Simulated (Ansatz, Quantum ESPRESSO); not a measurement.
# LiH (Fm-3m): Raman and infrared activity, part 2 of 3

Wanted: vibrational spectra of LiH (Fm-3m) from linear and non-linear response.

Quantum ESPRESSO 8.0 development, patched; DFT LDA, scalar-relativistic, plane waves, PseudoDojo norm-conserving pseudopotentials.

So far. Step 2 (A first look): A gap of 2.7 eV opens on this mesh, so the crystal is taken as an insulator; the start stands at -4.1 GPa. Step 4 (Self-consistent run for the response): The cell stands at -0.041 GPa, close enough for phonons. The relaxed cell has a = 3.910 Å (conventional setting).

The database entry behind the starting cell differs from later determinations by our own check (the deuteride, about 0.2 % short), so it need not match the best structure at ambient conditions.

### Step 5. Zone-centre response

At q = 0 one unit cell holds all displacements; symmetry groups them into irreducible representations that are solved one by one. The response to a field gives ε∞ and the Born charges, which polar modes need. Third-order response adds the Raman tensors.

ph.in reads:

```
phonons
&INPUTPH
  prefix = 'x'
  outdir = './tmp'
  fildyn = 'g.dyn'
  tr2_ph = 1.0d-18
  epsil  = .true.
  lraman = .true.
  elop   = .true.
/
0.000000000000 0.000000000000 0.000000000000
```

The run is started by

```sh
> OMP_NUM_THREADS=1 mpirun -n 2 ph.x -nk 2 -in ph.in > ph.out
```

The log of the run:

```text
[banners, grids, parts of the stress and lines that vanish by symmetry left out]
[banner, memory and clock lines left out]
Program PHONON v.8.0dev

     Dynamical matrices for q-points given in input
     (   1q-points):
       N         xq(1)         xq(2)         xq(3)
       1   0.000000000   0.000000000   0.000000000

     ./tmp/x.save/

     IMPORTANT: XC functional enforced from input :
     Exchange-correlation= PW
                           (   1   4   0   0   0   0   0)
     Any further DFT definition will be discarded
     Please, verify this is what you really want

     G-vector sticks info

     Reading collected, re-writing distributed wavefunctions in ./tmp/

     Number and degeneracy of irreps per q-point
       N         xq(1)         xq(2)         xq(3)   N irreps
       1   0.000000000   0.000000000   0.000000000       2
        3   3

     Calculation of q =    0.0000000   0.0000000   0.0000000

     phonons

     bravais-lattice index     =            2
     lattice parameter (alat)  =       7.3881  a.u.
     unit-cell volume          =     100.8183 (a.u.)^3
     number of atoms/cell      =            2
     number of atomic types    =            2
     kinetic-energy cut-off    =      74.0000  Ry
     charge density cut-off    =     296.0000  Ry
     convergence threshold     =      1.0E-18
     beta                      =       0.7000
     number of iterations used =            4
     Exchange-correlation= PW
                           (   1   4   0   0   0   0   0)

     celldm(1)=    7.38811  celldm(2)=    0.00000  celldm(3)=    0.00000
     celldm(4)=    0.00000  celldm(5)=    0.00000  celldm(6)=    0.00000

     crystal axes: (cart. coord. in units of alat)
               a(1) = ( -0.5000  0.0000  0.5000 )
               a(2) = (  0.0000  0.5000  0.5000 )
               a(3) = ( -0.5000  0.5000  0.0000 )

     reciprocal axes: (cart. coord. in units 2 pi/alat)
               b(1) = ( -1.0000 -1.0000  1.0000 )
               b(2) = (  1.0000  1.0000  1.0000 )
               b(3) = ( -1.0000  1.0000 -1.0000 )

     Atoms inside the unit cell:

     Cartesian axes

     site n.  atom      mass           positions (alat units)
        1  Li      6.9400   tau(    1) = (    0.00000    0.00000    0.00000  )
        2  H       1.0080   tau(    2) = (   -0.50000    0.50000    0.50000  )

     Computing dynamical matrix for
                    q = (   0.0000000   0.0000000   0.0000000 )

     49 Sym.Ops. (with q -> -q+G )

     G cutoff =  409.2590  (   8657 G-vectors)     FFT grid: ( 30, 30, 30)
     number of k points=    29
                       cart. coord. in units 2pi/alat
        k(    1) = (   0.0000000   0.0000000   0.0000000), wk =   0.0039062
        k(    2) = (  -0.1250000   0.1250000  -0.1250000), wk =   0.0312500
        k(    3) = (  -0.2500000   0.2500000  -0.2500000), wk =   0.0312500
        [... further k-points left out ...]

     PseudoPot. # 1 for Li read from file:
     ./pseudo/Li.upf
     Pseudo is Norm-conserving, Zval =  3.0

     PseudoPot. # 2 for H  read from file:
     ./pseudo/H.upf
     Pseudo is Norm-conserving, Zval =  1.0

     Mode symmetry, O_h (m-3m)  point group:

     Electric field:
     Dielectric constant
     Born effective charges as d Force / d E
     Raman tensor
     Electro-optic tensor

     Atomic displacements:
     There are    2 irreducible representations

     Representation     1      3 modes -  To be done

     Representation     2      3 modes -  To be done

     Alpha used in Ewald sum =   2.8000

     Electric Fields Calculation

     The passes end when |ddv_scf|^2 is under  2.1E-19 (on this mesh; tr2_ph alone asks  1.0E-18)

      iter #   1   av.it.:   4.3
      thresh= 1.000E-02 alpha_mix =  0.700 |ddv_scf|^2 =  1.326E-08

      [... iterations left out ...]
      iter #   6   av.it.:   7.8
      thresh= 3.694E-10 alpha_mix =  0.700 |ddv_scf|^2 =  1.935E-19

     End of electric fields calculation

          Dielectric constant in cartesian axis

          (       5.195888062       0.000000000       0.000000000 )
          (       0.000000000       5.195888062       0.000000000 )
          (      -0.000000000      -0.000000000       5.195888062 )

          Effective charges (d Force / dE) in cartesian axis without acoustic sum rule applied (asr)

           atom    1  Li    Mean Z*:        1.03568
      Ex  (        1.03568        0.00000        0.00000 )
      Ey  (        0.00000        1.03568       -0.00000 )
      Ez  (        0.00000       -0.00000        1.03568 )
           atom    2  H     Mean Z*:       -1.04531
      Ex  (       -1.04531       -0.00000       -0.00000 )
      Ey  (       -0.00000       -1.04531        0.00000 )
      Ez  (       -0.00000        0.00000       -1.04531 )

          Effective charges Sum: Mean:       -0.00964
             -0.00964        0.00000        0.00000
              0.00000       -0.00964        0.00000
              0.00000        0.00000       -0.00964

          Effective charges (d Force / dE) in cartesian axis with asr applied:
           atom    1  Li    Mean Z*:        1.04049
      E*x (        1.04049        0.00000        0.00000 )
      E*y (        0.00000        1.04049       -0.00000 )
      E*z (        0.00000       -0.00000        1.04049 )
           atom    2  H     Mean Z*:       -1.04049
      E*x (       -1.04049       -0.00000       -0.00000 )
      E*y (       -0.00000       -1.04049        0.00000 )
      E*z (       -0.00000        0.00000       -1.04049 )

     Calling punch_plot_e
     Writing on file  drho

     Computing Pc [DH,Drho] |psi>

     Derivative coefficient:  0.001000    Threshold: 1.00E-12
     Non-scf  u_k: avg # of iterations =  9.9
     Non-scf Du_k: avg # of iterations = 15.7

          Dielectric constant from finite-differences

          (       5.195815408      -0.000000000      -0.000000000 )
          (      -0.000000000       5.195815408       0.000000000 )
          (      -0.000000000       0.000000000       5.195815408 )

              Electro-optic tensor is defined as
            the derivative of the dielectric tensor
              with respect to one electric field
                 units are Rydberg a.u.

            to obtain the static chi^2 multiply by 1/2

            to convert to pm/Volt multiply per 2.7502

          Electro-optic tensor in cartesian axis:

          (      -0.000000000      -0.000000000       0.000000000 )
          (      -0.000000000      -0.000000000      -0.000000000 )
          (       0.000000000       0.000000000       0.000000000 )

          (       0.000000000      -0.000000000       0.000000000 )
          (      -0.000000000      -0.000000000       0.000000000 )
          (       0.000000000       0.000000000       0.000000000 )

          (       0.000000000       0.000000000      -0.000000000 )
          (       0.000000000      -0.000000000      -0.000000000 )
          (      -0.000000000      -0.000000000       0.000000000 )

          Electro-optic tensor: contribution #   1

          (       0.000000000       0.000000000       0.000000000 )
          (      -0.000000000       0.000000000      -0.000000000 )
          (       0.000000000      -0.000000000       0.000000000 )

          (       0.000000000       0.000000000      -0.000000000 )
          (       0.000000000       0.000000000       0.000000000 )
          (       0.000000000       0.000000000       0.000000000 )

          (       0.000000000       0.000000000       0.000000000 )
          (      -0.000000000       0.000000000       0.000000000 )
          (       0.000000000       0.000000000       0.000000000 )

          Electro-optic tensor: contribution #   2

          (      -0.000000000      -0.000000000       0.000000000 )
          (      -0.000000000      -0.000000000      -0.000000000 )
          (       0.000000000       0.000000000       0.000000000 )

          (       0.000000000      -0.000000000       0.000000000 )
          (      -0.000000000       0.000000000      -0.000000000 )
          (      -0.000000000      -0.000000000       0.000000000 )

          (      -0.000000000       0.000000000       0.000000000 )
          (      -0.000000000       0.000000000      -0.000000000 )
          (       0.000000000       0.000000000       0.000000000 )

     Computing Second order response

      iter #   1   av.it.:   5.5
      thresh= 1.000E-02 alpha_mix =  0.700 |ddv_scf|^2 =  4.418E-07

      [... iterations left out ...]
      iter #   8   av.it.:   8.0
      thresh= 2.450E-11 alpha_mix =  0.700 |ddv_scf|^2 =  2.682E-23

          Raman tensor (au^-1) in cartesian axis

           atom      1
          (      -0.000000000      -0.000000000       0.000000000 )
          (       0.000000000      -0.000000000      -0.000000000 )
          (      -0.000000000      -0.000000000       0.000000000 )

          (       0.000000000      -0.000000000       0.000000000 )
          (      -0.000000000      -0.000000000       0.000000000 )
          (       0.000000000       0.000000000       0.000000000 )

          (      -0.000000000      -0.000000000       0.000000000 )
          (      -0.000000000      -0.000000000      -0.000000000 )
          (       0.000000000      -0.000000000       0.000000000 )

           atom      2
          (      -0.000000000       0.000000000      -0.000000000 )
          (      -0.000000000      -0.000000000       0.000000000 )
          (      -0.000000000       0.000000000      -0.000000000 )

          (       0.000000000       0.000000000       0.000000000 )
          (      -0.000000000      -0.000000000      -0.000000000 )
          (       0.000000000      -0.000000000      -0.000000000 )

          (      -0.000000000      -0.000000000      -0.000000000 )
          (      -0.000000000      -0.000000000       0.000000000 )
          (      -0.000000000       0.000000000      -0.000000000 )

     Raman tensor (A^2)

     atom #    1    pol.  1
     -0.241975271635E-24     -0.300049336827E-24      0.871110977885E-25
      0.967901086539E-26     -0.241975271635E-24     -0.164543184712E-24
     -0.125827141250E-24     -0.222617249904E-24      0.125827141250E-24
     atom #    1    pol.  2
      0.677530760577E-25     -0.261333293366E-24      0.590419662789E-24
     -0.106469119519E-24     -0.396839445481E-24      0.222617249904E-24
[...]
atom #    1    pol.  3
[...]
atom #    2    pol.  1
[...]
atom #    2    pol.  2
[...]
atom #    2    pol.  3
[...]
-0.871110977885E-25      0.290370325962E-25     -0.125827141250E-24

     Representation #   1 modes #   1   2   3

     Self-consistent Calculation

     The passes end when |ddv_scf|^2 is under  2.1E-19 (on this mesh; tr2_ph alone asks  1.0E-18)

      iter #   1   av.it.:   4.0
      thresh= 1.000E-02 alpha_mix =  0.700 |ddv_scf|^2 =  7.717E-09

      [... iterations left out ...]
      iter #   7   av.it.:   7.4
      thresh= 4.680E-11 alpha_mix =  0.700 |ddv_scf|^2 =  1.739E-23

     End of self-consistent calculation

     Convergence has been achieved

     Representation #   2 modes #   4   5   6

     Self-consistent Calculation

     The passes end when |ddv_scf|^2 is under  2.1E-19 (on this mesh; tr2_ph alone asks  1.0E-18)

      iter #   1   av.it.:   5.5
      thresh= 1.000E-02 alpha_mix =  0.700 |ddv_scf|^2 =  3.176E-07

      [... iterations left out ...]
      iter #   7   av.it.:   7.4
      thresh= 1.549E-10 alpha_mix =  0.700 |ddv_scf|^2 =  3.457E-22

     End of self-consistent calculation

     Convergence has been achieved

     Number of q in the star =    1
     List of q in the star:
          1   0.000000000   0.000000000   0.000000000

          Dielectric constant in cartesian axis

          (       5.195888062       0.000000000       0.000000000 )
          (       0.000000000       5.195888062       0.000000000 )
          (      -0.000000000      -0.000000000       5.195888062 )

          Effective charges (d Force / dE) in cartesian axis without acoustic sum rule applied (asr)

           atom    1  Li    Mean Z*:        1.03568
      Ex  (        1.03568        0.00000        0.00000 )
      Ey  (        0.00000        1.03568       -0.00000 )
      Ez  (        0.00000       -0.00000        1.03568 )
           atom    2  H     Mean Z*:       -1.04531
      Ex  (       -1.04531       -0.00000       -0.00000 )
      Ey  (       -0.00000       -1.04531        0.00000 )
      Ez  (       -0.00000        0.00000       -1.04531 )

          Effective charges Sum: Mean:       -0.00964
             -0.00964        0.00000        0.00000
              0.00000       -0.00964        0.00000
              0.00000        0.00000       -0.00964

          Effective charges (d Force / dE) in cartesian axis with asr applied:
           atom    1  Li    Mean Z*:        1.04049
      E*x (        1.04049        0.00000        0.00000 )
      E*y (        0.00000        1.04049       -0.00000 )
      E*z (        0.00000       -0.00000        1.04049 )
           atom    2  H     Mean Z*:       -1.04049
      E*x (       -1.04049       -0.00000       -0.00000 )
      E*y (       -0.00000       -1.04049        0.00000 )
      E*z (       -0.00000        0.00000       -1.04049 )

     Diagonalizing the dynamical matrix

     q = (    0.000000000   0.000000000   0.000000000 )

 **************************************************************************
     freq (    1) =       0.048180 [THz] =       1.607109 [cm-1]
     freq (    2) =       0.048180 [THz] =       1.607109 [cm-1]
     freq (    3) =       0.048180 [THz] =       1.607109 [cm-1]
     freq (    4) =      19.367571 [THz] =     646.032629 [cm-1]
     freq (    5) =      19.367571 [THz] =     646.032629 [cm-1]
     freq (    6) =      19.367571 [THz] =     646.032629 [cm-1]
 **************************************************************************

     Mode symmetry, O_h (m-3m)  point group:

     freq (   1-   3) =          1.6  [cm-1]   --> T_1u G_15  G_4- I
     freq (   4-   6) =        646.0  [cm-1]   --> T_1u G_15  G_4- I
```

Elapsed: 25 s, on 2 MPI ranks of Intel Xeon Platinum 8488C (Sapphire Rapids), shared host.

Read from the output:

```yaml
miss_of_the_charge_sum_rule: 0.009630 e
largest_acoustic_frequency_at_the_zone_centre_before_the_sum_rule: 1.61 cm⁻¹
highest_optical_zone_centre_mode_no_lo_to_term: 646.0 cm⁻¹
lowest_optical_zone_centre_mode: 646.0 cm⁻¹
mean_high_frequency_dielectric_constant: 5.196
largest_born_charge_in_size_third_of_the_trace: 1.045 e
```

Born charge (rows field, columns displacement), before the sum rule (e), principal values of the symmetric part by kind of site:

```tsv
atom	atoms with these values	low	middle	high	mean
Li1	1	1.04	1.04	1.04	1.04
H2	1	-1.05	-1.05	-1.05	-1.05
```

In full for Li1:

```
1.04 0.00 0.00
0.00 1.04 0.00
0.00 0.00 1.04
```

High-frequency dielectric tensor:

```
5.20 0.00 0.00
0.00 5.20 0.00
0.00 0.00 5.20
```

The acoustic modes at Γ come out as far as 1.6 cm⁻¹ from zero, where they should vanish, a small numerical error; the Born charges miss their sum rule by 0.0096 e, which is good.

### Step 6. Modes with the sum rule

A rigid shift of the crystal must cost nothing, but grids and finite bases break this; the acoustic sum rule is imposed before the matrix is diagonalised again. With Born charges the intensities follow, and the static dielectric tensor.

dynmat.in reads:

```
&INPUT
  fildyn = 'g.dyn'
  asr    = 'simple'
  fileig = 'dynmat.eig'
  lperm  = .true.
/
```

The run is started by

```sh
> dynmat.x -in dynmat.in > dynmat.out
```

The log of the run:

```text
[banner, memory and clock lines left out]
Program DYNMAT v.8.0dev

     Reading Dynamical Matrix from file g.dyn
     ...Force constants read
     ...epsilon and Z* read
     ...Raman cross sections read
     A direction for q was not specified:TO-LO splitting will be absent

     Polarizability (A^3 units)
     multiply by 0.416905 for Clausius-Mossotti correction (not under assume_isolated = 'mt')
         4.988350    0.000000   -0.000000
         0.000000    4.988350   -0.000000
         0.000000    0.000000    4.988350

     IR activities are in (D/A)^2/amu units

# mode   [cm-1]    [THz]      IR
    1     -0.00   -0.0000    0.0000
    2     -0.00   -0.0000    0.0000
    3      0.00    0.0000    0.0000
    4    646.03   19.3676   28.3783
    5    646.03   19.3676   28.3783
    6    646.03   19.3676   28.3783

Electronic dielectric permittivity tensor (relative, adimensional)
         5.195888    0.000000   -0.000000
         0.000000    5.195888   -0.000000
         0.000000    0.000000    5.195888

 ... with zone-center polar mode contributions
        14.902932   -0.000000   -0.000000
        -0.000000   14.902932   -0.000000
        -0.000000   -0.000000   14.902932
```

The job ended after 0.7 s (1 thread).

Read from the output:

* mean static dielectric constant: 14.90

Unit eigenvectors of the mass-weighted matrix after the sum rule; no LO-TO term. Modes at Γ, with each element's share of the kinetic energy:

```tsv
mode	frequency (cm⁻¹)	symmetry	Li %	H %
1	0.0	acoustic	87	13
2	0.0	acoustic	87	13
3	0.0	acoustic	87	13
4	646.0	T1u	13	87
5	646.0	T1u	13	87
6	646.0	T1u	13	87
```

Displacements in mode 6 (646.0 cm⁻¹), the largest set to 1:
```
Li1  0.00  0.00 -0.15
H2   0.00  0.00  1.00
```

Degenerate modes summed, no LO-TO term. Lines of the infrared spectrum (strongest = 100):

```tsv
position (cm⁻¹)	lines merged	label	IR intensity, relative
646	3	T1u	100
```

Static dielectric tensor (ions relaxed, fixed cell):

```
14.90  0.00  0.00
 0.00 14.90  0.00
 0.00  0.00 14.90
```

The rule moves no optical mode by more than 0.1 cm⁻¹.

### Step 7. Sum rules set otherwise: a sum rule for molecules or wires on a crystal

This rule also removes rotations, which suits molecules and not a crystal; it is tried to see the harm.

dynmat.in reads:

```
&INPUT
  fildyn = 'g.dyn'
  asr    = 'zero-dim'
  fileig = 'dynmat.eig'
  lperm  = .true.
/
```

The run is started by

```sh
> dynmat.x -in dynmat.in > dynmat.out
```

The log of the run:

```text
[banner, memory and clock lines left out]
Program DYNMAT v.8.0dev

     Reading Dynamical Matrix from file g.dyn
     ...Force constants read
     ...epsilon and Z* read
     ...Raman cross sections read
     Warning: this looks like a crystal, not a molecule in a box: use asr = 'crystal'
     Acoustic Sum Rule: || Z*(ASR) - Z*(orig)|| =    1.180088E-02
     Acoustic Sum Rule: ||dyn(ASR) - dyn(orig)||=    7.864004E-02
     Message from routine dynmat:
     WARNING: the charges keep any dipole. Ignore the strengths of the modes set to zero; with q typed a rigid rotation may get a frequency
     A direction for q was not specified:TO-LO splitting will be absent

     Polarizability (A^3 units)
     multiply by 0.416905 for Clausius-Mossotti correction (not under assume_isolated = 'mt')
         4.988350    0.000000   -0.000000
         0.000000    4.988350   -0.000000
         0.000000    0.000000    4.988350

     IR activities are in (D/A)^2/amu units

# mode   [cm-1]    [THz]      IR
    1     -0.00   -0.0000    1.6994
    2     -0.00   -0.0000    2.0227
    3     -0.00   -0.0000    0.3784
    4      0.00    0.0000   26.0924
    5      0.00    0.0000   26.5636
    6    646.04   19.3677   28.3783

Electronic dielectric permittivity tensor (relative, adimensional)
         5.195888    0.000000   -0.000000
         0.000000    5.195888   -0.000000
         0.000000    0.000000    5.195888

 ... with zone-center polar mode contributions
         8.431524   -3.235636   -3.235636
        -3.235636    8.431524    3.235636
        -3.235636    3.235636    8.431524
```

It took 0.66 s on 1 thread.

The run ended normally, but on settings that are not sound.

The fault: a sum rule for molecules or wires on a crystal; 2 optical modes are projected out to zero frequency, as if they were rotations, and the static dielectric tensor is spoilt.

For a crystal the rule has to be 'simple' or 'crystal'.

Zone-centre frequencies as printed; negative means imaginary. Modes:

```tsv
mode	frequency (cm⁻¹)
1	0
2	0
3	0
4	0
5	0
6	646
```

### Step 8. Modes along a direction of q (1 0 0)

A longitudinal polar mode sets up a macroscopic field that stiffens it; the term hangs on the direction from which q goes to zero.

dynmat.in reads:

```
&INPUT
  fildyn = 'g.dyn'
  asr    = 'simple'
  fileig = 'dynmat.eig'
  q(1)   = 1.0
  q(2)   = 0.0
  q(3)   = 0.0
/
```

The run is started by

```sh
> dynmat.x -in dynmat.in > dynmat.out
```

The log of the run:

```text
[banner, memory and clock lines left out]
Program DYNMAT v.8.0dev

     Reading Dynamical Matrix from file g.dyn
     ...Force constants read
     ...epsilon and Z* read
     ...Raman cross sections read

     Polarizability (A^3 units)
     multiply by 0.416905 for Clausius-Mossotti correction (not under assume_isolated = 'mt')
         4.988350    0.000000   -0.000000
         0.000000    4.988350   -0.000000
         0.000000    0.000000    4.988350

     IR activities are in (D/A)^2/amu units

# mode   [cm-1]    [THz]      IR
    1     -0.00   -0.0000    0.0000
    2      0.00    0.0000    0.0000
    3      0.00    0.0000    0.0000
    4    646.03   19.3676   28.3783
    5    646.03   19.3676   28.3783
    6   1094.11   32.8006   28.3783
```

Run time: 0.64 s. Hardware: 1 thread.

Numbers from this step:

| Property | Result |
| --- | --- |
| highest mode moved by the LO-TO term | 1094 cm⁻¹ |

Zone-centre frequencies as printed; negative means imaginary. Modes:

```tsv
mode	frequency (cm⁻¹)
1	0
2	0
3	0
4	646
5	646
6	1094
```

The field moves one mode, from 646 to 1094 cm⁻¹; the others stay.

[end of part 2 of 3]

[Host names and launcher messages were left out of these logs when they were recorded.]

[Logs are printed without paths, hosts, clocks, repeated set-up lines and the standing remarks that a program may print on its own settings, such as how far it seeks lower states.]

[Hosts, paths, dates, database ids (printed as entryN), source tags and the programs' standing remarks are cut or masked in the printed files.]
